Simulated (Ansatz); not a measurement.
# TiSeS monolayer, Janus under uniaxial strain along a, the zigzag direction, with the width clamped

Wanted: the shifts of the zone-centre modes of TiSeS monolayer, Janus with strain.

Calculated with Ansatz 0.2.0; DFT PBEsol, scalar-relativistic, plane waves, PAW; PAW set soft_1.

## Step 1: Set-up

The cell holds 3 atoms: 1 Ti, 1 S and 1 Se. Cell: a = 3.500 Å, b = 3.500 Å, c = 30.000 Å, α = 90.0°, β = 90.0°, γ = 120.0°. Vacuum lies along c. The height across the vacuum is the one that the program set for its solve, not the one typed.

## Step 2: A rough relaxation first

The start is far from rest, so a relaxation with loose tolerances brings it close first. The program lengthens the typed cell of 20.0 Å along the normal to 30.0 Å, as its cut-off of the electrostatics needs, and moves no atom.

input.yaml reads:

```yaml
crystal:
  lattice:
    - [3.5, 0.0, 0.0]
    - [-1.75, 3.03109, 0.0]
    - [0.0, 0.0, 20.0]
  atoms:
    - { symbol: Ti, position: [0.0, 0.0, 0.5] }
    - { symbol: S, position: [0.333333, 0.666667, 0.575] }
    - { symbol: Se, position: [0.666667, 0.333333, 0.42] }
  periodic: [true, true, false]
kpoints:
  mp_grid: { grid: [6, 6, 1] }
hamiltonian:
  xc: pbesol
  pseudopotentials: { kind: paw, azcp: { folder: soft_1 }, xc_functional: pbe }
scf:
  occupations: { method: gaussian, width: 0.1 }
output:
  forces: true
  stress: true
  eigenvalues: true
relax:
  adjacent_minimum: "off"
  f_tol: 0.05
  max_steps: 80
  cell: { stress_2d_tol: 0.02 }
```

Command:

```
$ ansatz run input.yaml --threads 8 --pin off --max-ram 16384MiB --backend cpu --events-out ev --progress --plain --runs-dir out
```

Numbers of over 12 decimals in the logs are rounded to 6 here.

Log:

```text
[...]
F+E_penalty+E_count = -8786.69934223 eV   max|allowed force component| = 3.776e-4 eV/Å   (the final SCF, on the basis selected at the relaxed cell)
  cell:  # Å, volume = 301.1739 Å³
    - [3.404731, 0.0, 0]
    - [-1.702365, 2.948583, 0]
    - [0, 0, 30.0]
  atoms:
    - { symbol: Ti, position: [2.1782715435791476e-18, 0, 0.335316] }
    - { symbol: S, position: [0.333333, 0.666667, 0.380284] }
    - { symbol: Se, position: [0.666667, 0.333333, 0.281067] }
[key lines of the parts left out:]
SCF converged after 8 iterations
Free energy (F): -8786.699342 eV
Fermi energy:    -5.466095 eV
P = ½ c Tr σ = 0.0038 N/m
```

The job ended after 5.2 s (8 threads of INTEL XEON PLATINUM 8581C at 2.10GHz (Emerald Rapids), shared host; peak memory 0.74 GiB).

The steps of the relaxation:

| step | energy less that of the first step (eV) | largest force component (eV/Å) | volume (Å³) |
| --- | --- | --- | --- |
| 1 | 0.0000 | 1.5812 | 318.26 |
| 2 | -0.1653 | 0.7449 | 309.35 |
| 3 | -0.2074 | 0.0341 | 301.79 |
| 4 | -0.2075 | 0.0077 | 301.07 |
| 5 | -0.2075 | 0.0004 | 301.17 |
| 6* | -0.2069 | 0.0004 | 301.17 |

Relaxation steps marked * repeat the geometry before them on a plane-wave basis chosen anew for their cell, so energy and pressure can jump there.

Forces are held to the 6 operations that the run works with; a distortion that breaks them can't arise in this run.

| cell as run | before | after | change |
| --- | --- | --- | --- |
| a (Å) | 3.500 | 3.405 | -2.7 % |
| b (Å) | 3.500 | 3.405 | -2.7 % |

The atoms that moved most (Å, along periodic axes as changes of fractional coordinates times the final cell, across vacuum about the mean position):

| atom | dx | dy | dz | length |
| --- | --- | --- | --- | --- |
| S2 | 0.000 | 0.000 | -0.091 | 0.091 |
| Ti1 | 0.000 | 0.000 | 0.059 | 0.059 |
| Se3 | 0.000 | 0.000 | 0.032 | 0.032 |

Final coordinates:

```xyz
3
Lattice="3.4047 0.0000 0.0000 -1.7024 2.9486 0.0000 0.0000 0.0000 30.0000" Properties=species:S:1:pos:R:3
Ti    0.0000    0.0000   10.0595
S     0.0000    1.9657   11.4085
Se    1.7024    0.9829    8.4320
```

Numbers from this step:

```yaml
gap_on_the_k_mesh: 0 eV
area_per_atom: 3.346 Å²
```

The relaxation ends with a largest force component of 3.8e-4 eV/Å.

## Step 3: Relaxation

Harmonic phonons are second derivatives at a point where the forces vanish, and they are wanted at zero stress, so atoms and cell are relaxed first.

input.yaml reads:

```yaml
crystal:
  lattice:
    - [3.404730566, 0.0, 0.0]
    - [-1.702365283, 2.9485831632, 0.0]
    - [0.0, 0.0, 30.0]
  atoms:
    - { symbol: Ti, position: [0.0, 0.0, 0.3353156786] }
    - { symbol: S, position: [0.3333333333, 0.6666666667, 0.380284383] }
    - { symbol: Se, position: [0.6666666667, 0.3333333333, 0.2810666051] }
  periodic: [true, true, false]
kpoints:
  mp_grid: { grid: [15, 15, 1] }
hamiltonian:
  xc: pbesol
  pseudopotentials: { kind: paw, azcp: { folder: soft_1 }, xc_functional: pbe }
scf:
  occupations: { method: gaussian, width: 0.1 }
output:
  forces: true
  stress: true
  eigenvalues: true
  write_density: true
  write_potential: true
  elf: true
  volumetric_format: npy
relax:
  adjacent_minimum: "off"
  f_tol: 0.005
  max_steps: 80
  cell: { stress_2d_tol: 0.02 }
```

Log:

```text
[...]
Crystal: 3 atoms, lattice volume = 301.174 Å³
Basis set: ecut = 420 eV, 5909 PW (Γ), exchange–correlation on 48×48×432 points (8 copies of the dense FFT grid, shifted against one another)
Bands: 21, of which v1, the nominal top of the filled ones, is band 17 counted from 1 (16 counted from 0)
Symmetry: 6 space group operations
[...]
k-points: 27 of 225 (time reversal used)
[...]
SCF iter   1: F=—  HF=-8787.423667 eV  |F-HF|=—  |Δ(HF+E_count)|=         —  Δρ=2.57e-2  dr2=2.56e0  ethr=3.10e-3  ⟨swp⟩=15.8  Hψ=4833  notcnv=0
[...]
SCF iter   9: F=-8786.706329 eV  HF=-8786.706329 eV  |F-HF|=1.84e-7  |Δ(HF+E_count)|=   1.28e-6  Δρ=3.13e-6  dr2=3.17e-8  ethr=2.94e-10  ⟨swp⟩=16.9  Hψ=6487  notcnv=0
SCF 1 converged in 9 iterations: F = -8786.706329 eV  dr2 = 3.17e-8
[...]
relax step   1: F+E_penalty+E_count = -8786.70632950 eV  Δ(F+E_penalty+E_count) = +0.000e0 eV  max|allowed force component| = 1.697e-2 eV/Å  Δτ_max = 0.0000 Å  P = +0.054 N/m  Ω = 301.174 Å³  fix = [c, alpha, beta]  reactions: c +0.000 N/m  (9 SCF iters, dr2 threshold 1.00e-7 eV, accepted)
Crystal: 3 atoms, lattice volume = 301.796 Å³
[...]
SCF iter   6: F=-8786.706390 eV  HF=-8786.706390 eV  |F-HF|=6.11e-9  |Δ(HF+E_count)|=   1.22e-8  Δρ=5.00e-7  dr2=1.13e-9  ethr=5.30e-11  ⟨swp⟩=17.7  Hψ=5325  notcnv=0
SCF 2 converged in 6 iterations: F = -8786.706390 eV  dr2 = 1.13e-9
relax step   2: F+E_penalty+E_count = -8786.70638990 eV  Δ(F+E_penalty+E_count) = -6.040e-5 eV  max|allowed force component| = 1.506e-2 eV/Å  Δτ_max = 0.0042 Å  P = +0.040 N/m  Ω = 301.796 Å³  energy of the carried Pulay correction = -2.122e-5 eV  fix = [c, alpha, beta]  reactions: c +0.000 N/m  (6 SCF iters, dr2 threshold 1.80e-8 eV, accepted)
Crystal: 3 atoms, lattice volume = 301.819 Å³
[...]
SCF iter   4: F=-8786.706402 eV  HF=-8786.706402 eV  |F-HF|=6.13e-10  |Δ(HF+E_count)|=   1.02e-7  Δρ=1.45e-6  dr2=1.21e-8  ethr=4.17e-11  ⟨swp⟩=15.9  Hψ=6154  notcnv=0
SCF 3 converged in 4 iterations: F = -8786.706402 eV  dr2 = 1.21e-8
relax step   3: F+E_penalty+E_count = -8786.70640192 eV  Δ(F+E_penalty+E_count) = -1.202e-5 eV  max|allowed force component| = 3.630e-3 eV/Å  Δτ_max = 0.0008 Å  P = +0.016 N/m  Ω = 301.819 Å³  energy of the carried Pulay correction = -2.201e-5 eV  fix = [c, alpha, beta]  reactions: c +0.000 N/m  (4 SCF iters, dr2 threshold 1.42e-8 eV, accepted)
[...]
SCF iter   8: F=-8786.706424 eV  HF=-8786.706424 eV  |F-HF|=2.91e-11  |Δ(HF+E_count)|=   2.39e-9  Δρ=4.72e-9  dr2=1.11e-13  ethr=1.00e-12  ⟨swp⟩=12.5  Hψ=3462  notcnv=0
SCF 4 converged in 8 iterations: F = -8786.706424 eV  dr2 = 1.11e-13
relax step   4: F+E_penalty+E_count = -8786.70642369 eV  Δ(F+E_penalty+E_count) = -2.177e-5 eV  max|allowed force component| = 3.606e-3 eV/Å  Δτ_max = 0.0000 Å  P = +0.016 N/m  Ω = 301.819 Å³  fix = [c, alpha, beta]  reactions: c +0.000 N/m  stress off target by 1.57e-2 N/m on what of the cell is left free  SCF on the basis re-selected at this cell (its energy is not comparable with the rows above)  (8 SCF iters)
basis re-selected at this cell: Δ(F+E_penalty+E_count) = -2.177e-5 eV, ΔP = -0.000 N/m vs the last step (what re-selecting the basis moved, of the pressure what is left beyond the Pulay correction that the steps carried, after the strain that the cell walked since its last selection, with what the two solves' SCF thresholds leave and, on support functions, any second-order correction that the steps lacked; it is no m [...]
SCF converged after 8 iterations
Free energy (F): -8786.706424 eV
[...]
Internal energy: -8786.701881 eV  (E = F + TS)
E sigma→0 (E₀):  -8786.704152 eV
Entropy (-TS):   -0.004543 eV (-1.514 meV/atom)
Fermi energy:    -5.444282 eV
[...]
--- Forces (eV/Å), atoms counted from 1 ---
  atom   1  Ti     0.00000000    -0.00000000     0.00244602
  atom   2  S      0.00000000    -0.00000000     0.00116026
  atom   3  Se     0.00000000     0.00000000    -0.00360612
  max |Σ_I F_I| component: 1.62e-7 eV/Å
--- 2D stress c σ (N/m, compression-positive) ---
        0.015651       0.000000      -0.000000
        0.000000       0.015651       0.000000
       -0.000000       0.000000       0.000000
  P = ½ c Tr σ = 0.0157 N/m
--- Band table (eV; the first three rows and the last of 27) ---
  k-point 0: bands = [... 13 lower, -8.1092, -7.1104, -4.9798, -4.9798, -4.9319, -4.9319, -4.4500, -1.6999]
  k-point 1: bands = [... 13 lower, -8.0951, -6.9453, -5.6200, -5.4037, -4.7823, -4.5247, -4.2503, -1.9614]
  k-point 2: bands = [... 13 lower, -8.0614, -6.7736, -6.4756, -5.8146, -4.8431, -4.1714, -4.0158, -2.4053]
  k-point 26: bands = [... 13 lower, -9.6103, -8.3126, -7.9629, -7.8273, -4.2298, -3.9409, -3.8438, -2.3700]
--- Relaxed structure (3 steps of the walk, 3 accepted, 1 SCFs on fresh bases) ---
[...]
cell:  # Å, volume = 301.8194 Å³
    - [3.408377, 0.0, 0]
    - [-1.704189, 2.951741, 0]
    - [0, 0, 30.0]
  atoms:
    - { symbol: Ti, position: [0, 0, 0.335314] }
    - { symbol: S, position: [0.333333, 0.666667, 0.380173] }
    - { symbol: Se, position: [0.666667, 0.333333, 0.281179] }
```

The job ended after 8.9 s (8 threads; peak memory 0.89 GiB; 62 s of CPU time).

Relaxation path:

| step | energy less that of the first step (eV) | largest force component (eV/Å) | volume (Å³) |
| --- | --- | --- | --- |
| 1 | 0.0000 | 0.0170 | 301.17 |
| 2 | -0.0001 | 0.0151 | 301.80 |
| 3 | -0.0001 | 0.0036 | 301.82 |
| 4* | -0.0001 | 0.0036 | 301.82 |

Relaxation steps marked * repeat the geometry before them on a plane-wave basis chosen anew for their cell, so energy and pressure can jump there.

Forces are held to the 6 operations that the run works with; a distortion that breaks them can't arise in this run.

| cell as run | before | after | change |
| --- | --- | --- | --- |
| a (Å) | 3.405 | 3.408 | +0.1 % |
| b (Å) | 3.405 | 3.408 | +0.1 % |

The relaxed structure:

```xyz
3
Lattice="3.4084 0.0000 0.0000 -1.7042 2.9517 0.0000 0.0000 0.0000 30.0000" Properties=species:S:1:pos:R:3
Ti    0.0000    0.0000   10.0594
S     0.0000    1.9678   11.4052
Se    1.7042    0.9839    8.4354
```

This step gave:

* area per atom: 3.354 Å²

ELF in the ac plane at fractional y = 0.333, with atoms of Se within 0.2 Å of it. It is the smooth field of the valence electrons, not physical close to the nuclei.

Ten even steps from '_' (0.00) to '@' (0.81), each cell a mean:
```
____________________________
____________________________
____________________________
____________________________
____________________________
____________________________
____________________________
____________________________
____________________________
____________________________
____________________________
____________________________
____________________________
::------::..______________..
%%@@@@@@@@##==..______..--**
--========--::::......::::--
==::..::--**##%%##**######**
##--..::**%%@@%%##****%%@@@@
::______..--++##%%%%%%##**==
__________________....______
____________________________
____________________________
____________________________
____________________________
```
Columns run along a (3.4 Å), rows up along c (30.0 Å). Atoms in or near the plane, at fractional coordinates: Se at (0.67, 0.28).

Electrostatic potential energy in the ac plane at fractional y = 0.333, with atoms of Se within 0.2 Å of it. With pseudopotentials it is smooth inside the atoms' cores, unlike the true potential.

Ten even steps from '0' (-11 eV) to '9' (0 eV), each cell a mean:
```
99999999999999
99999999999999
99999999999999
99999999999999
99999999999999
99999999999999
99999999999999
99999999999999
99999999999999
99999999999999
99999999999999
99999999999999
99999999999999
99999999999999
54345688999887
20001356777764
33333211122112
57886300344101
99999998888889
99999999999999
99999999999999
99999999999999
99999999999999
99999999999999
```
Columns run along a (3.4 Å; values clipped at the 3rd and 97th percentile), rows up along c (30.0 Å). Atoms in or near the plane, at fractional coordinates: Se at (0.67, 0.28).

Valence density in the ac plane at fractional y = 0.333, with atoms of Se within 0.2 Å of it. It is the smooth field of the valence electrons, not physical close to the nuclei.

Ten steps, logarithmic in the rise over the least value, from '0' (0 e/Å³) to '9' (21 e/Å³), each cell a mean:
```
00000000000000
00000000000000
00000000000000
00000000000000
00000000000000
00000000000000
00000000000000
00000000000000
00000000000000
00000000000000
00000000000000
00000000000000
00000000000000
00000000000000
12221110000001
12222111000011
11111223566422
11001235899632
00000000000000
00000000000000
00000000000000
00000000000000
00000000000000
00000000000000
```
Columns run along a (3.4 Å), rows up along c (30.0 Å). Atoms in or near the plane, at fractional coordinates: Se at (0.67, 0.28).

## Step 4: Tight relaxation

Phonons need small forces and stress, so the relaxation is finished with tight tolerances on 15×15×1 k points.

input.yaml, the sections that differ from step 3:

```yaml
crystal:
  lattice:
    - [3.4083771371, 0.0, 0.0]
    - [-1.7041885686, 2.9517411864, 0.0]
    - [0.0, 0.0, 30.0]
  atoms:
    - { symbol: Ti, position: [0.0, 0.0, 0.335314477] }
    - { symbol: S, position: [0.3333333333, 0.6666666667, 0.38017272] }
    - { symbol: Se, position: [0.6666666667, 0.3333333333, 0.2811794697] }
  periodic: [true, true, false]
scf:
  occupations: { method: methfessel_paxton, width: 0.2 }
relax:
  adjacent_minimum: "off"
  f_tol: 0.001
  max_steps: 60
  cell: { stress_2d_tol: 0.002 }
# kpoints, hamiltonian, output: as in step 3
```

Log:

```text
[...]
Crystal: 3 atoms, lattice volume = 301.819 Å³
Basis set: ecut = 420 eV, 5909 PW (Γ), exchange–correlation on 48×48×432 points (8 copies of the dense FFT grid, shifted against one another)
Bands: 21, of which v1, the nominal top of the filled ones, is band 17 counted from 1 (16 counted from 0)
Symmetry: 6 space group operations
[...]
k-points: 27 of 225 (time reversal used)
[...]
--- Relaxed structure (4 steps of the walk, 4 accepted, 1 SCFs on fresh bases) ---
[...]
cell:  # Å, volume = 302.0972 Å³
    - [3.409945, 2.8880859708363313e-11, 0]
    - [-1.704973, 2.953099, 0]
    - [0, 0, 30.0]
  atoms:
    - { symbol: Ti, position: [0, 0, 0.335313] }
    - { symbol: S, position: [0.333333, 0.666667, 0.380139] }
    - { symbol: Se, position: [0.666667, 0.333333, 0.281214] }
[key lines of the parts left out:]
SCF converged after 8 iterations
Free energy (F): -8786.704280 eV
Fermi energy:    -5.438118 eV
P = ½ c Tr σ = -0.0001 N/m
```

Wall time 11 s (8 threads); peak memory 0.9 GiB; 75 s of CPU time.

Little changed from the start: no atom moved by 0.005 Å and no cell edge by 0.1 %.

Numbers from this step:

| Quantity | Value |
| --- | --- |
| area per atom | 3.357 Å² |

Valence density in the ac plane at fractional y = 0.000, with atoms of Ti within 0.2 Å of it. It is the smooth field of the valence electrons, not physical close to the nuclei.

Ten steps, logarithmic in the rise over the least value, from '_' (0.00 × 1e0 e/Å³) to '@' (5.97 × 1e0 e/Å³), each cell a mean:
```
____________________________
____________________________
____________________________
____________________________
____________________________
____________________________
____________________________
____________________________
____________________________
____________________________
____________________________
____________________________
____________________________
____________________________
....::::----======----::::..
@@@@%%++==----------==**%%@@
%%%%**==--------------++##%%
....::::----======----::::..
____________________________
____________________________
____________________________
____________________________
____________________________
____________________________
```
Columns run along a (3.4 Å), rows up along c (30.0 Å). Atoms in or near the plane, at fractional coordinates: Ti at (0.00, 0.34).

ELF in the ac plane at fractional y = 0.000, with atoms of Ti within 0.2 Å of it. It is the smooth field of the valence electrons, not physical close to the nuclei.

Ten even steps from '_' (0.00) to '@' (0.77), each cell a mean:
```
____________________________
____________________________
____________________________
____________________________
____________________________
____________________________
____________________________
____________________________
____________________________
____________________________
____________________________
____________________________
____________________________
________..::------::..______
__..::==##@@@@@@@@@@##==..__
******==--==******==--==****
==========**####**++========
....::++##%%@@@@@@%%##==::..
________..--====--::..______
____________________________
____________________________
____________________________
____________________________
____________________________
```
Columns run along a (3.4 Å), rows up along c (30.0 Å). Atoms in or near the plane, at fractional coordinates: Ti at (0.00, 0.34).

Electrostatic potential energy in the ac plane at fractional y = 0.000, with atoms of Ti within 0.2 Å of it. With pseudopotentials it is smooth inside the atoms' cores, unlike the true potential.

Values in eV, 24 rows by 14 columns, each cell a mean:
```
  0   0   0   0   0   0   0   0   0   0   0   0   0   0
  0   0   0   0   0   0   0   0   0   0   0   0   0   0
  0   0   0   0   0   0   0   0   0   0   0   0   0   0
  0   0   0   0   0   0   0   0   0   0   0   0   0   0
  0   0   0   0   0   0   0   0   0   0   0   0   0   0
  0   0   0   0   0   0   0   0   0   0   0   0   0   0
  0   0   0   0   0   0   0   0   0   0   0   0   0   0
  0   0   0   0   0   0   0   0   0   0   0   0   0   0
  0   0   0   0   0   0   0   0   0   0   0   0   0   0
  0   0   0   0   0   0   0   0   0   0   0   0   0   0
  0   0   0   0   0   0   0   0   0   0   0   0   0   0
  0   0   0   0   0   0   0   0   0   0   0   0   0   0
  0   0   0   0   0   0   0   0   0   0   0   0   0   0
  0   0   0   0   0   0   0   0   0   0   0   0   0   0
 -3  -3  -3  -3  -4  -5  -6  -7  -6  -5  -3  -3  -3  -3
-17 -17 -16 -15 -11  -7  -6  -5  -6  -8 -13 -15 -17 -17
-15 -14 -13 -12  -9  -7  -6  -7  -7  -7 -10 -12 -14 -14
 -2  -2  -2  -3  -4  -6  -8  -9  -8  -6  -4  -3  -2  -2
  0   0   0   0   0  -1  -1  -1  -1  -1   0   0   0   0
  0   0   0   0   0   0   0   0   0   0   0   0   0   0
  0   0   0   0   0   0   0   0   0   0   0   0   0   0
  0   0   0   0   0   0   0   0   0   0   0   0   0   0
  0   0   0   0   0   0   0   0   0   0   0   0   0   0
  0   0   0   0   0   0   0   0   0   0   0   0   0   0
```
Columns run along a (3.4 Å; values clipped at the 3rd and 97th percentile), rows up along c (30.0 Å). Atoms in or near the plane, at fractional coordinates: Ti at (0.00, 0.34).

The largest force component left is 0.21 meV/Å, within the tolerances set.

[end of part 1 of 2]

[Logs are printed without paths, hosts, clocks, repeated set-up lines and the standing remarks that a program may print on its own settings, such as how far it seeks lower states.]

[Hosts, paths, dates, database ids (printed as entryN), source tags and the programs' standing remarks are cut or masked in the printed files.]
